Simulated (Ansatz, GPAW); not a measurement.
# 1T-VSeTe monolayer: simulated STM images, part 3 of 3

Wanted: filled- and empty-state images of 1T-VSeTe monolayer, with its work function.

GPAW 26.7.0 and Ansatz 0.2.0; Ansatz plane waves; layer without images along its normal, relaxation of atoms and in-plane cell (the session's first sound run).

So far, upper work function (eV): step 3 (the slab's potential) 5.03.

### Step 4. A second plane-wave code

A second program with its own datasets checks the number independently.

This step: Ansatz plane waves; slab in vacuum with a dipole correction (Ansatz 0.2.0).

The input, input.yaml:

```yaml
crystal:
  lattice:
    - [3.4891801994, 0.0, 0.0]
    - [-1.7445900997, 3.0217186911, 0.0]
    - [0.0, 0.0, 30.964091209]
  atoms:
    - { symbol: Te, position: [0.6666666667, 0.3333333333, 0.29480323] }
    - { symbol: V, position: [0.0, 0.0, 0.3540049251], spin: 1.0 }
    - { symbol: Se, position: [0.3333333333, 0.6666666667, 0.4010560761] }
magnetization:
  spin_polarized: true
kpoints:
  mp_grid: { grid: [9, 9, 1] }
hamiltonian:
  xc: pbe
scf:
  occupations: { method: fermi_dirac, width: 0.05 }
efield:
  axis: 3
  dipole_correction: true
  ramp_width: 0.05
output:
  forces: true
  band_densities: [{ e_range: [-0.5, 0] }, { e_range: [0, 0.5] }]
  write_potential: true
  write_density: true
  volumetric_format: npy
```

On the command line:

```console
ansatz run input.yaml --threads 4 --pin off --max-ram 8192MiB --backend cpu --events-out ev --progress --plain --runs-dir out
```

Numbers of over 12 decimals in the logs are rounded to 6 here.

What it wrote:

```text
[...]
Crystal: 3 atoms, lattice volume = 326.464 Å³
Basis set: ecut = 420 eV, 6373 PW (Γ), exchange–correlation on 48×48×432 points (8 copies of the dense FFT grid, shifted against one another)
Bands: 28, of which v1, the nominal top of the filled ones, is band 23 counted from 1 (22 counted from 0)
Symmetry: 6 space group operations
k-points: 12 of 81 (time reversal used)
[...]
Starting moments: Σ|m| = 1 μB on 1 of 3 sites
[...]
SCF iter   1: F=—  HF=-15363.365562 eV  |F-HF|=—  |Δ(HF+E_count)|=         —  Δρ=1.19e-2 (↑1.19e-2 ↓7.26e-3)  dr2=2.04e0  dr2_m=7.04e-2  M=0.651 μB ∫|m|=0.788 μB  β_m=0.86  ethr=3.10e-3  p=0.000 e·Å  D=2.19e-6 V/Å  ΔV_dip=-0.00 eV  dr2_dipole=1.21e-1  V_vac-E_F(+/−)=5.83/5.83 eV  ⟨swp⟩=11.5  Hψ=3737  notcnv=0
[...]
efield: sawtooth ramp at fractional position 0.8229 (placed from the atoms, in the widest stretch of the axis that holds none; the zero of the levels goes with the place), width 0.0500; the density the first Hamiltonian is built on has a dipole p = 0.000 e·Å; the dipole correction subtracts the counter field D = 2.19e-6 V/Å, which shifts the + side's vacuum level by -0.00 eV against the − side's; the planar-averaged density in the ramp window peaks in size at 7.6e-6 e/Å³
[...]
SCF iter   2: F=—  HF=-15362.964664 eV  |F-HF|=—  |Δ(HF+E_count)|=   4.01e-1  Δρ=5.31e-3 (↑5.02e-3 ↓5.31e-3)  dr2=4.19e-1  dr2_m=1.23e-3  M=0.702 μB ∫|m|=0.855 μB  β_m=0.90  ethr=3.10e-3  p=-0.028 e·Å  D=-1.54e-2 V/Å  ΔV_dip=0.48 eV  dr2_dipole=1.34e-2  V_vac-E_F(+/−)=5.44/4.96 eV  ⟨swp⟩=2.9  Hψ=1098  notcnv=0  κ⁻¹=1.0e0(r=1)
[...]
spin=Collinear: Resta preconditioning applied to the charge; magnetization (m = ρ↑ − ρ↓) channel mixes plain (no charge-response kernel on spin).
density mixer auto → broyden: gapped, with many states about μ (density of states about μ 1.20 of a free-electron gas's, 18 screened modes)
SCF iter   3: F=—  HF=-15362.839907 eV  |F-HF|=—  |Δ(HF+E_count)|=   1.25e-1  Δρ=4.05e-3 (↑4.05e-3 ↓2.69e-3)  dr2=7.18e-2  dr2_m=1.59e-2  M=0.814 μB ∫|m|=1.035 μB  β_m=1.00  ethr=9.32e-4  p=-0.041 e·Å  D=-2.26e-2 V/Å  ΔV_dip=0.70 eV  dr2_dipole=3.72e-5  V_vac-E_F(+/−)=5.33/4.63 eV  ⟨swp⟩=2.9  Hψ=971  notcnv=0  κ⁻¹=1.4e-1(r=2)
[...]
SCF iter  16: F=-15362.954555 eV  HF=-15362.954555 eV  |F-HF|=3.34e-8  |Δ(HF+E_count)|=   1.06e-8  Δρ=2.14e-6 (↑8.24e-7 ↓2.14e-6)  dr2=5.00e-8  dr2_m=1.79e-9  M=0.902 μB ∫|m|=1.220 μB  ethr=4.44e-11  p=-0.031 e·Å  D=-1.73e-2 V/Å  ΔV_dip=0.53 eV  dr2_dipole=1.99e-10  V_vac-E_F(+/−)=5.02/4.48 eV  ⟨swp⟩=8.7  Hψ=4459  notcnv=0
SCF 1 converged in 16 iterations: F = -15362.954555 eV  dr2 = 5.00e-8
[...]
WARN: The output density's exchange-correlation potential varies sharply where the density is thin. Do not read a vacuum level from v_tot or v_xc, or from such a field of the output density. On a cell that repeats whose density bears no net charge and no dipole along the vacuum's axis use v_es (v_loc + v_h of the components); under efield.dipole_correction with no amplitude use v_es + v_field, which holds any externa [...]
this state was not tested for a lower state beside it, because the mixer in use, unlike msr1, does not test its closes by its own steps (another_mixer; see scf.mixing.algorithm and scf.lower_state_search)
NSCF: frozen V_eff on 3 k-points
efield: sawtooth ramp at fractional position 0.8229 (kept from the solve that this one continues, or follows in the run), width 0.0500; the density the first Hamiltonian is built on has a dipole p = -0.031 e·Å; the dipole correction subtracts the counter field D = -1.73e-2 V/Å, which shifts the + side's vacuum level by +0.53 eV against the − side's; the planar-averaged density in the ramp window peaks in size at 7.6e-6 e/Å³
SCF converged after 16 iterations
Magnetization: 0.9021 μB (22.9511 up, 22.0489 down)
Absolute magnetization: 1.2196 μB (∫|ρ↑−ρ↓|, with the PAW one-centre terms)
[...]
Per-site moments (μB) at R_I (Å): [(-0.066924, 1.123522), (0.875100, 1.025515), (-0.030103, 1.025515)]
Free energy (F): -15362.954555 eV
[...]
Internal energy: -15362.943921 eV  (E = F + TS)
E sigma→0 (E₀):  -15362.949238 eV
Entropy (-TS):   -0.010634 eV (-3.545 meV/atom)
Fermi energy:    -1.474293 eV
Dipole field:    D = -0.017270 V/Å  (p = -0.031158 e·Å, saw-weighted, corrected)
Work function:   Φ+ = 5.0170 eV   Φ− = 4.4823 eV
Levels:          The Fermi level and band energies are counted from a zero that moves with the ramp; work functions are not
[...]
--- Forces (eV/Å), atoms counted from 1 ---
  atom   1  Te     0.00000000     0.00000000    -0.00270661
  atom   2  V      0.00000000    -0.00000000     0.00065826
  atom   3  Se     0.00000000    -0.00000000     0.00201721
  max |Σ_I F_I| component: 3.11e-5 eV/Å
--- Band table (eV; the first three rows and the last of 24) ---
  k-point 0 ↑: bands = [... 19 lower, -3.6613, -2.0462, -2.0462, -1.6604, -0.2365, -0.2365, 1.7947, 1.7947, ... 1 higher]
  k-point 1 ↑: bands = [... 19 lower, -3.2601, -2.4178, -2.2029, -1.7938, -0.6226, -0.2476, 0.9348, 1.5761, ... 1 higher]
  k-point 2 ↑: bands = [... 19 lower, -3.7770, -3.0533, -2.4322, -2.0208, -0.9683, -0.4700, 0.2814, 1.2937, ... 1 higher]
  k-point 11 ↓: bands = [... 19 lower, -4.7559, -3.9337, -3.8403, -0.4363, -0.3561, -0.3332, 0.6459, 1.2090, ... 1 higher]
--- Band densities, each state counted as filled ---
  window                                       electrons  max residual (eV)  cut levels
  e_range: [-0.5, 0]                 0.753086 + 0.296296             7.5e-9           0
  e_range: [0, 0.5]                  1.037037 + 0.617284             3.5e-5           0
```

Run time: 7.7 s. Hardware: 4 threads of Intel Xeon Platinum 8488C (Sapphire Rapids), shared host; peak memory 0.87 GiB; 29 s of CPU time.

Numbers from this step:

```yaml
site_moments: -0.06692, 0.8751, -0.03010 μB
upper_work_function: 5.017 eV
lower_work_function: 4.482 eV
dipole_along_the_normal: -0.03116 e·Å
dipole_field: -0.01727 V/Å
vacuum_level_above: 3.543 eV
vacuum_level_below: 3.008 eV
corrugation_e_range_minus_0p5_0_3: 0.5173 Å
decay_e_range_minus_0p5_0: 1.216 Å⁻¹
apparent_barrier_e_range_minus_0p5_0: 5.634 eV, hbar² kappa² / 2m (holds the in-plane momentum too)
corrugation_e_range_0_0p5_3: 0.5672 Å
decay_e_range_0_0p5: 1.191 Å⁻¹
apparent_barrier_e_range_0_0p5: 5.409 eV, hbar² kappa² / 2m (holds the in-plane momentum too)
```

Electrostatic potential energy of an electron (with the applied field's), less the Fermi level, planar mean against z:

z (Å), electrostatic potential energy of an electron (with the applied field's), less the Fermi level, planar mean (eV) and a bar from the least value:
```
        0       4.48 #############################
        1       4.48 #############################
        2       4.48 #############################
        3       4.48 #############################
        4       4.48 #############################
        5       4.48 #############################
        6       4.47 #############################
        7       4.31 ############################
        8       1.53 ######################
        9      -0.57 #################
       10      -4.13 #########
       11      -7.78 
       12      -5.01 ######
       13      -1.89 ##############
       14       4.59 #############################
       15       5.00 ##############################
       16       5.02 ##############################
       17       5.02 ##############################
       18       5.02 ##############################
       19       5.02 ##############################
       20       5.02 ##############################
       21       5.02 ##############################
       22       5.02 ##############################
       23       5.02 ##############################
       24       5.02 ##############################
       25       5.02 ##############################
       26       4.84 ##############################
       27       4.50 #############################
       28       4.48 #############################
       29       4.48 #############################
       30       4.48 #############################
```

The valence density, planar mean (density) oscillates, so the rows of the table below give means over windows of 1 Å about each position, cut where the curve ends. Its maxima inside the range that stand out by 2 % of the span (Å: e/Å³): 9.2: 1.42, 11.0: 1.26, 12.5: 1.83. Its minima: 10.0: 0.310, 11.8: 0.443.

The valence density, planar mean by z; means over each step:

| z (Å) | density (e/Å³) | rho spin (e/Å³) |
| --- | --- | --- |
| 5 | 4.0e-5 | 9.4e-7 |
| 6 | 6.4e-4 | 9.1e-6 |
| 7 | 0.0108 | 2.0e-5 |
| 8 | 0.146 | -0.00141 |
| 9 | 1.06 | -0.00578 |
| 10 | 0.462 | 0.0122 |
| 11 | 0.986 | 0.0706 |
| 12 | 0.981 | 0.00972 |
| 13 | 0.595 | -5.4e-4 |
| 14 | 0.0307 | 6.0e-4 |
| 15 | 0.00147 | 8.8e-5 |
| 16 | 7.5e-5 | 1.0e-5 |
| 17 | 4.1e-6 | 1.1e-6 |

E_range_-0.5_0. Planar mean of the window's density against height over the top atom:

| height over the top atom (Å) | planar mean of the window's density (e/Å³) |
| --- | --- |
| 1.50 | 0.00164 |
| 1.90 | 6.3e-4 |
| 2.10 | 3.9e-4 |
| 2.50 | 1.5e-4 |
| 2.70 | 9.3e-5 |
| 3.10 | 3.5e-5 |
| 3.30 | 2.2e-5 |
| 3.70 | 8.3e-6 |
| 3.90 | 5.1e-6 |
| 4.30 | 1.9e-6 |
| 4.50 | 1.2e-6 |
| 4.90 | 4.5e-7 |
| 5.10 | 2.7e-7 |
| 5.50 | 1.0e-7 |
| 5.70 | 6.3e-8 |
| 6.10 | 2.4e-8 |
| 6.30 | 1.5e-8 |
| 6.70 | 5.5e-9 |
| 6.90 | 3.4e-9 |
| 7.30 | 1.3e-9 |
| 7.50 | 7.8e-10 |
| 7.90 | 3.0e-10 |

Density over a1 and a2. Constant height 3 Å over the top atom, window e_range_-0.5_0.

Ten even steps from '0' (2.54 × 1e-5 e/Å³) to '9' (7.82 × 1e-5 e/Å³):
```
000112334555555433211000
001123445666665443211000
011234556777765543211000
112345677888776543211000
123456788888876543211001
234567889998876543211111
234578899998875432211112
345678999998765432211122
456788999988765432211223
456788999887654322222223
456788888876544322222234
456778887765443222222234
456677776654432222222234
455566655544322222222234
444555544433222211222233
334444433322222111222223
233333322222222112222222
222222222222222222222222
111111111122222222221111
111111111122222222211111
000000111222222222211100
000000112223333322211000
000001122334444332211000
000011223444444432211000
```
Columns: a1 from 0 to 0.958; rows upwards: a2 from 0 to 0.958.

Tip height over the top atom over a1 and a2. Constant current at the density 4.510e-05 e/Å^3, window e_range_-0.5_0.

Ten even steps from '0' (2.68 Å) to '9' (3.20 Å):
```
001234566777777665432100
012345677888887765432100
123456778888887765432111
234567888999888765432212
345678899999988765432222
456788999999988765433233
567789999999987765433334
667889999999887665433345
678899999999887654444445
678899999998876654444456
778899999988776554444556
778889998887765544444556
778888888877655444444556
677788877766554444444556
667777776665544444444556
666666666555444444444555
555555555444444444444445
444444444444444444444444
333333333444444444444333
222222333444444444443332
111122233445555554433222
000112334455555554433211
000122345566666655432210
000123456667776665432100
```
Columns: a1 from 0 to 0.958; rows upwards: a2 from 0 to 0.958.

E_range_0_0.5. The planar mean of the window's density by height over the top atom:

height over the top atom (Å), log10 planar mean of the window's density (e/Å³) and a bar from the least value:
```
     1.50       -2.8 ##############################
     1.90       -3.2 ############################
     2.10       -3.4 ###########################
     2.50       -3.8 #########################
     2.70       -4.0 ########################
     3.10       -4.5 #######################
     3.30       -4.7 ######################
     3.70       -5.1 ####################
     3.90       -5.3 ###################
     4.30       -5.7 #################
     4.50       -5.9 ################
     4.90       -6.3 ##############
     5.10       -6.5 #############
     5.50       -6.9 ###########
     5.70       -7.1 ##########
     6.10       -7.6 ########
     6.30       -7.8 #######
     6.70       -8.2 ######
     6.90       -8.4 #####
     7.30       -8.8 ###
     7.50       -9.0 ##
     7.90       -9.4
```

Density over a1 and a2. Constant height 3 Å over the top atom, window e_range_0_0.5.

Ten even steps from '_' (2.32 × 1e-5 e/Å³) to '@' (7.56 × 1e-5 e/Å³):
```
______....::--====++++****++++====--::....______
____....::--==++++**********++++==--::....______
__....::--==++****########****++==--::....______
....::--==++**####%%%%%%####**++==--::....______
..::--==++**##%%%%@@@@%%%%##**++==--::..........
::--==++**##%%%%@@@@@@%%%%##**++==--::..........
--==++**##%%%%@@@@@@@@%%%%##**++==--::::....::::
--==++**##%%@@@@@@@@@@%%##**++==----::::::::::--
==++**##%%@@@@@@@@@@@@%%##**++==--::::::::::::--
==++**##%%@@@@@@@@@@%%##**++====--::::::::::--==
++****##%%%%%%%%%%%%##****++==----::::::::----==
++****####%%%%%%####****++==----::::::::::----==
++++****########****++++==------::::::::------==
==++++**********++++====------::::::::::------==
====++++++++++++======------::::::::::::------==
--==============--------::::::::::::::::::------
------------------::::::::::::::::::::::::::::--
::::::::::::::::::::::::::::::::::::::::::::::::
..............::::::::::::::::::::::::::::::::..
................::::::::::------::::::::::......
__________......::::::------------::::::......__
__________....::::::--------------::::::....____
__________....::----============----::....______
________....::----====++++++====----::....______
```
Columns: a1 from 0 to 0.958; rows upwards: a2 from 0 to 0.958.

Tip height over the top atom over a1 and a2. Constant current at the density 4.394e-05 e/Å^3, window e_range_0_0.5.

Ten even steps from '0' (2.63 Å) to '9' (3.20 Å):
```
001234567778877765432100
112345677888887765432110
123456788888888765432111
334567889999988765433222
445678899999988765443223
456788999999988765443334
567889999999988765443344
677899999999987765444445
678899999999887665444456
778899999998877655444556
788899999988876655555566
788899999888766555555566
778888888877665555555566
777888887776655555555566
677777777666555555555566
666666666655555545555556
555555555555555555555555
444444444445555555554444
433334444445555555544444
322233334445555555444333
111122334455555555443322
101122344556666655443221
000123445666666665443210
001134456677777665443110
```
Columns: a1 from 0 to 0.958; rows upwards: a2 from 0 to 0.958.

The upper face's work function is 5.017 eV, against 5.026 eV in the first plane-wave PBE run at this geometry.

### Step 5. Side by side

Results and costs are gathered.

This step: comparison of work functions, dipole and cost (GPAW 26.7.0).

Ladder, by row:

| step | code | work function, upper (eV) | work function, lower (eV) | dipole (e Å) | wall time (s) | peak memory (GiB) | threads |
| --- | --- | --- | --- | --- | --- | --- | --- |
| pw | GPAW | 5.026 | 4.499 | -0.03085 | 117.6 | 0.42 | 1 |
| ansatz | Ansatz | 5.017 | 4.482 | -0.03116 | 7.67 | 0.868 | 4 |

### Step 6. Summary of results

```yaml
work_function_upper_and_lower_face: 5.026 and 4.499 eV
dipole_along_the_normal: -0.0308 e Å
corrugation_at_minus_0p5_v: 0.527 Å
corrugation_at_0p5_v: 0.481 Å
```

The tip height varies by 0.48 to 0.53 Å over the cell, much the same at every bias tried. Negative sample bias images filled states, positive bias empty ones. The two faces differ by 0.53 eV, the step that the slab's dipole makes (e p/(ε0 A) gives 0.53 eV), so the dipole layer is needed. The two plane-wave codes differ by 0.0085 eV on the upper face. The images are of Tersoff-Hamann type: an s-wave tip, no tip-sample forces, heights closer than in a microscope. Ansatz gives corrugations of 0.52 Å at -0.5 V (GPAW 0.53) and 0.57 Å at 0.5 V (GPAW 0.48). GPAW's time includes a further run over the whole zone for the images, so the two times are not like for like. One magnetic start was tried; another order may lie lower. The layer's cell and atoms come from the relaxation; spin-orbit coupling and temperature are left out.

[Logs are printed without paths, hosts, clocks, repeated set-up lines and the standing remarks that a program may print on its own settings, such as how far it seeks lower states.]

[Hosts, paths, dates, database ids (printed as entryN), source tags and the programs' standing remarks are cut or masked in the printed files.]
